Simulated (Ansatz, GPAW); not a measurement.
# Dielectric function and optical constants of HgH2S2 (model structure), part 3 of 3

Aim: the dielectric function of HgH2S2 (model structure), and the optical constants that follow from it. The structure is a model built here, which may or may not match a known phase. It was built so: All Cd replaced by Hg and O replaced by S in the P-3m1 structure of CdH2O2. The cell is first relaxed with Ansatz.

GPAW 26.7.0; DFT, PBE, plane-wave PAW (GPAW data sets), scalar-relativistic, RPA, optical limit.

So far. Step 3 (Ground state): There is a gap, 0.55 eV on this mesh (points off the mesh can give less), so no carriers' term is needed.

### Step 5. Dielectric function, RPA

Transitions between filled and empty bands, summed over the zone, give the optical response, so mesh, band count and broadening shape it.

The induced potential is part of this response.

This step: DFT, PBE, plane-wave PAW (GPAW data sets), scalar-relativistic, RPA, optical limit (GPAW 26.7.0).

The input, df.py:

```python
from gpaw.response.df import DielectricFunction

df = DielectricFunction('full.gpw', frequencies={'type': 'nonlinear', 'domega0': 0.03, 'omega2': 8},
                        ecut=80,
                        eta=0.1,
                        nbands=49,
                        txt='df.txt')
for direction in ['x', 'z']:
    df.get_dielectric_function(xc='RPA', direction=direction, filename=f'df_{direction}.csv')
```

The run is started by

```bash
> OMP_NUM_THREADS=1 python df.py
```

Numbers of over 12 decimals in the logs are rounded to 6 here.

The log of the run:

```text
Using integrator: PointIntegrator
NonLinearFrequencyDescriptor(from 0.000 to 88.070 eV, 529 points)
Nonperiodic BCs:  [False False False]
Using integrator: PointIntegrator
NonLinearFrequencyDescriptor(from 0.000 to 88.070 eV, 529 points)
Nonperiodic BCs:  [False False False]

Calculating chi0 body with:
    Ground state adapter containing:
    Number of spins: 1
    Number of kpoints: 864
    Number of irreducible kpoints: 242
    Number of completely occupied states: 16
    Number of partially occupied states: 16

    Linear response parametrization:
    q_c: [0.0, 0.0, 0.0]
    Number of frequency points: 529
    Planewave cutoff: 80.0
    Number of bands: 49
    Number of planewaves: 183
    Broadening (eta): 0.1

Integrating chi0 body.

Symmetries of q_c:
    Direct symmetries (Uq -> q): 4
    Indirect symmetries (TUq -> q): 0
In total 4 allowed symmetries.

242 groups of equivalent kpoints. 71.990741% reduction.

Integral kind: spectral function

Calculating chi0 optical extensions with:
    Ground state adapter containing:
    Number of spins: 1
    Number of kpoints: 864
    Number of irreducible kpoints: 242
    Number of completely occupied states: 16
    Number of partially occupied states: 16

    Linear response parametrization:
    Number of frequency points: 529
    Planewave cutoff: 80.0
    Number of bands: 49
    Number of planewaves: 183
    Broadening (eta): 0.1
Integrating chi0 head and wings.

Symmetries of q_c:
    Direct symmetries (Uq -> q): 4
    Indirect symmetries (TUq -> q): 0
In total 4 allowed symmetries.

242 groups of equivalent kpoints. 71.990741% reduction.

Integral kind: spectral function wings
```

Run time: 1.7 min. Hardware: 1 thread of Arm Neoverse V2, shared host; peak memory 1.1 GiB.

Numbers from this step:

```
electronic dielectric constant ε∞, mean over x, y and z (by symmetry where fewer were run) : 5.329
```

Some rows of df_x.csv (energy; Re and Im without local fields; Re and Im with them):

```text
0.000000, 6.731201, 0.000000, 6.204874, 0.000000
0.555532, 6.922217, 0.076890, 6.388416, 0.074163
1.143969, 7.808170, 0.579736, 7.252019, 0.575972
1.768324, 7.996055, 1.959955, 7.368052, 1.921659
2.431988, 7.418721, 3.629793, 6.628970, 3.600315
3.138794, 5.968985, 3.969780, 4.932600, 3.602799
3.893091, 6.809178, 8.057730, 6.424832, 6.271034
4.699832, -0.973392, 6.630533, -0.643348, 7.638439
5.564682, 0.915282, 3.046200, 0.039891, 2.877407
6.494155, 1.964093, 3.703512, 1.451237, 2.809567
7.495775, 0.652818, 3.891905, 0.775499, 3.203407
8.578281, 0.400618, 2.830394, 0.222733, 2.118892
9.751884, 0.244220, 2.049748, 0.299699, 1.509284
11.028587, -0.152932, 2.100668, 0.154621, 1.621476
12.422601, 0.175916, 1.816723, 0.470481, 1.251448
13.950874, -0.283738, 0.989705, 0.049767, 0.948558
15.633783, -0.173480, 0.810369, 0.522117, 0.838684
17.496047, 0.044062, 0.516595, 0.377227, 0.624638
19.567954, 0.286098, 0.317583, 0.481908, 0.419328
21.887015, 0.398024, 0.263156, 0.623221, 0.402199
```

The Im ε has structure finer than the step of the table below, so its rows give means over 1 eV, whole bins alone (the curve runs from 0 to 23.4 eV). Peaks (eV: height): E ∥ x 3.0: 4.21, 4.4: 9.74; E ∥ z 5.6: 4.31, 8.3: 3.83, 11.9: 3.23.

Sum at mesh points, not converged in k; values under the direct gap are tails of Lorentzian lines. Table of Im ε by photon energy; means over each step:

```
photon energy (eV)  E ∥ x   E ∥ z
                 1  0.548  0.0309
                 2   2.59   0.249
                 3   3.50   0.535
                 4   7.00   0.799
                 5   5.39    2.81
                 6   2.67    3.48
                 7   3.20    2.66
                 8   2.70    3.56
                 9   1.95    2.58
                10   1.62    2.16
                11   1.58    2.38
                12   1.23    2.75
                13   1.33    1.84
                14  0.906    1.36
                15  0.647   0.838
                16  0.754   0.836
                17  0.664   0.760
                18  0.577   0.740
                19  0.459   0.508
                20  0.397   0.406
                21  0.359   0.347
                22  0.401   0.308
```

The reflectivity at normal incidence has structure finer than the step of the table below, so its rows give means over 1 eV, whole bins alone (the curve runs from 0 to 23.4 eV). Peaks (eV: height): E ∥ x 4.9: 42.8, 7.8: 27.1, 13.6: 16.8; E ∥ z 5.0: 21.6, 8.5: 22.0, 12.3: 27.4, 13.8: 25.9, 18.5: 13.8.

Sum at mesh points, not converged in k. The reflectivity at normal incidence by photon energy; means over each step:

```
photon energy (eV)  E ∥ x (%)  E ∥ z (%)
                 1       20.3       9.92
                 2       22.6       11.0
                 3       21.9       11.3
                 4       30.4       13.7
                 5       34.5       19.3
                 6       17.5       17.8
                 7       19.4       14.3
                 8       22.5       19.0
                 9       18.2       16.9
                10       13.5       12.4
                11       15.6       14.4
                12       11.8       21.4
                13       14.2       21.0
                14       15.0       24.9
                15       8.67       16.7
                16       7.60       11.6
                17       7.11       10.5
                18       6.94       11.4
                19       5.54       11.5
                20       4.11       7.53
                21       2.76       5.89
                22       2.63       3.95
```

The Im ε, E ∥ x has structure finer than the step of the table below, so its rows give means over 0.5 eV, whole bins alone (the curve runs from 0 to 23.4 eV). Peaks (eV: height): without local fields 3.02: 4.61, 4.33: 10.2, 6.82: 4.41; with local fields 3.02: 4.21, 4.42: 9.74.

Sum at mesh points, not converged in k; values under the direct gap are tails of Lorentzian lines. Table of Im ε, E ∥ x by photon energy; means over each step:

```
photon energy (eV)  without local fields  with local fields
               0.5                0.0704             0.0679
               1.0                 0.401              0.397
               1.5                  1.45               1.45
               2.0                  2.65               2.62
               2.5                  3.54               3.49
               3.0                  4.03               3.69
               3.5                  5.14               4.04
               4.0                  8.62               6.82
               4.5                  8.70               8.90
               5.0                  4.29               4.83
               5.5                  3.24               3.17
               6.0                  3.09               2.58
               6.5                  3.84               2.93
               7.0                  4.06               3.26
               7.5                  3.84               3.26
               8.0                  2.98               2.59
               8.5                  2.84               2.18
               9.0                  2.69               1.98
               9.5                  2.19               1.66
              10.0                  2.16               1.57
              10.5                  2.32               1.74
              11.0                  2.07               1.60
              11.5                  1.74               1.31
              12.0                  1.64               1.21
              12.5                  1.89               1.32
              13.0                  1.62               1.36
              13.5                  1.24               1.13
              14.0                 0.960              0.899
              14.5                 0.932              0.740
              15.0                 0.996              0.619
              15.5                 0.893              0.711
              16.0                 0.705              0.763
              16.5                 0.643              0.676
              17.0                 0.619              0.670
              17.5                 0.522              0.627
              18.0                 0.452              0.584
              18.5                 0.399              0.511
              19.0                 0.356              0.461
              19.5                 0.317              0.423
              20.0                 0.291              0.400
              20.5                 0.271              0.361
              21.0                 0.298              0.357
              21.5                 0.291              0.380
              22.0                 0.259              0.403
              22.5                 0.223              0.402
              23.0                 0.203              0.375
```

The loss function −Im 1/ε at q → 0 has structure finer than the step of the table below, so its rows give means over 1 eV, whole bins alone (the curve runs from 0 to 23.4 eV). Peaks (eV: height): E ∥ x 11.8: 0.804, 14.9: 1.35, 18.4: 1.27; E ∥ z 19.1: 1.73.

Sum at mesh points, not converged in k; values under the direct gap are tails of Lorentzian lines. Loss function −Im 1/ε at q → 0 against energy loss; means over each step:

```
energy loss (eV)   E ∥ x    E ∥ z
               1  0.0106  0.00222
               2  0.0449   0.0157
               3  0.0740   0.0331
               4  0.0808   0.0358
               5   0.205   0.0785
               6   0.335    0.200
               7   0.284    0.178
               8   0.380    0.217
               9   0.514    0.361
              10   0.582    0.357
              11   0.628    0.356
              12   0.752    0.343
              13   0.734    0.541
              14    1.10    0.717
              15    1.19     1.17
              16    1.01     1.12
              17    1.09     1.17
              18    1.18     1.24
              19    1.14     1.67
              20   0.971     1.46
              21   0.754     1.25
              22   0.729    0.938
```

From ε follow the optical constants at some laser and lamp lines:

```
wavelength (nm)   n x    k x  R (%) x   1/α x   n z    k z  R (%) z   1/α z
           1064  2.71  0.119     21.3  710 nm  1.93  0.008     10.0   11 µm
            800  2.69  0.299     21.5  213 nm  1.95  0.029     10.4  2.2 µm
            633  2.76  0.432     23.0  117 nm  1.97  0.071     10.7  710 nm
            450  2.57  0.664     22.0   54 nm  1.99  0.128     11.1  279 nm
            405  2.46  0.848     22.4   38 nm  2.02  0.159     11.7  202 nm
            308  2.76  1.253     29.7   20 nm  2.17  0.156     13.8  157 nm
            193  1.50  0.926     15.6   17 nm  1.58  0.751     12.5   20 nm
```

Below the direct gap, k and the depth come from the tails of the Lorentzian lines, not from transitions.

### Step 6. What came out

| Quantity | Value |
| --- | --- |
| electronic dielectric constant ε∞, mean over x, y and z (by symmetry where fewer were run) (RPA) | 5.33 |

**Reading.** At this level (PBE, RPA) HgH2S2 has a mean ε∞ = 5.33 and n = 2.58 at 1550 nm (E ∥ x). The cell grew by 20.9 % in volume. On the mesh the gap is 0.55 eV and the least direct gap 0.90 eV, so on this mesh the band edges lie at different points. Local fields change the static value along x from 6.73 to 6.20 (-8 %). The static values by axis are 6.20 (x), 3.58 (z). Excitons and phonon-assisted transitions are missing; PBE gaps are as a rule too small, which pulls the onset down and ε∞ up, while the missing spin-orbit coupling works the other way with such heavy atoms. Spin-orbit coupling is left out although heavy atoms are present. The curves end at 23 eV, about where the summed bands run out. The cell grew by 21 % in the relaxation, which can come from the guessed start or, where layers or molecules are weakly bound, from the missing dispersion term; a larger cell lowers ε. In this version of GPAW the matrix elements of the optical limit are incomplete, which can lower ε − 1 by up to a tenth where first-row anions or d states rule, and shift it by more in d metals. The sum runs over mesh points 0.17 Å⁻¹ apart with no interpolation, so peaks are partly noise of the mesh; over so small a direct gap single mesh points weigh heavily, so ε∞, n and their changes from run to run can be far off.

[Machine, clock and banner lines and Python warnings are left out of the logs.]

[Logs are printed without paths, hosts, clocks, repeated set-up lines and the standing remarks that a program may print on its own settings, such as how far it seeks lower states.]

[Hosts, paths, dates, database ids (printed as entryN), source tags and the programs' standing remarks are cut or masked in the printed files.]
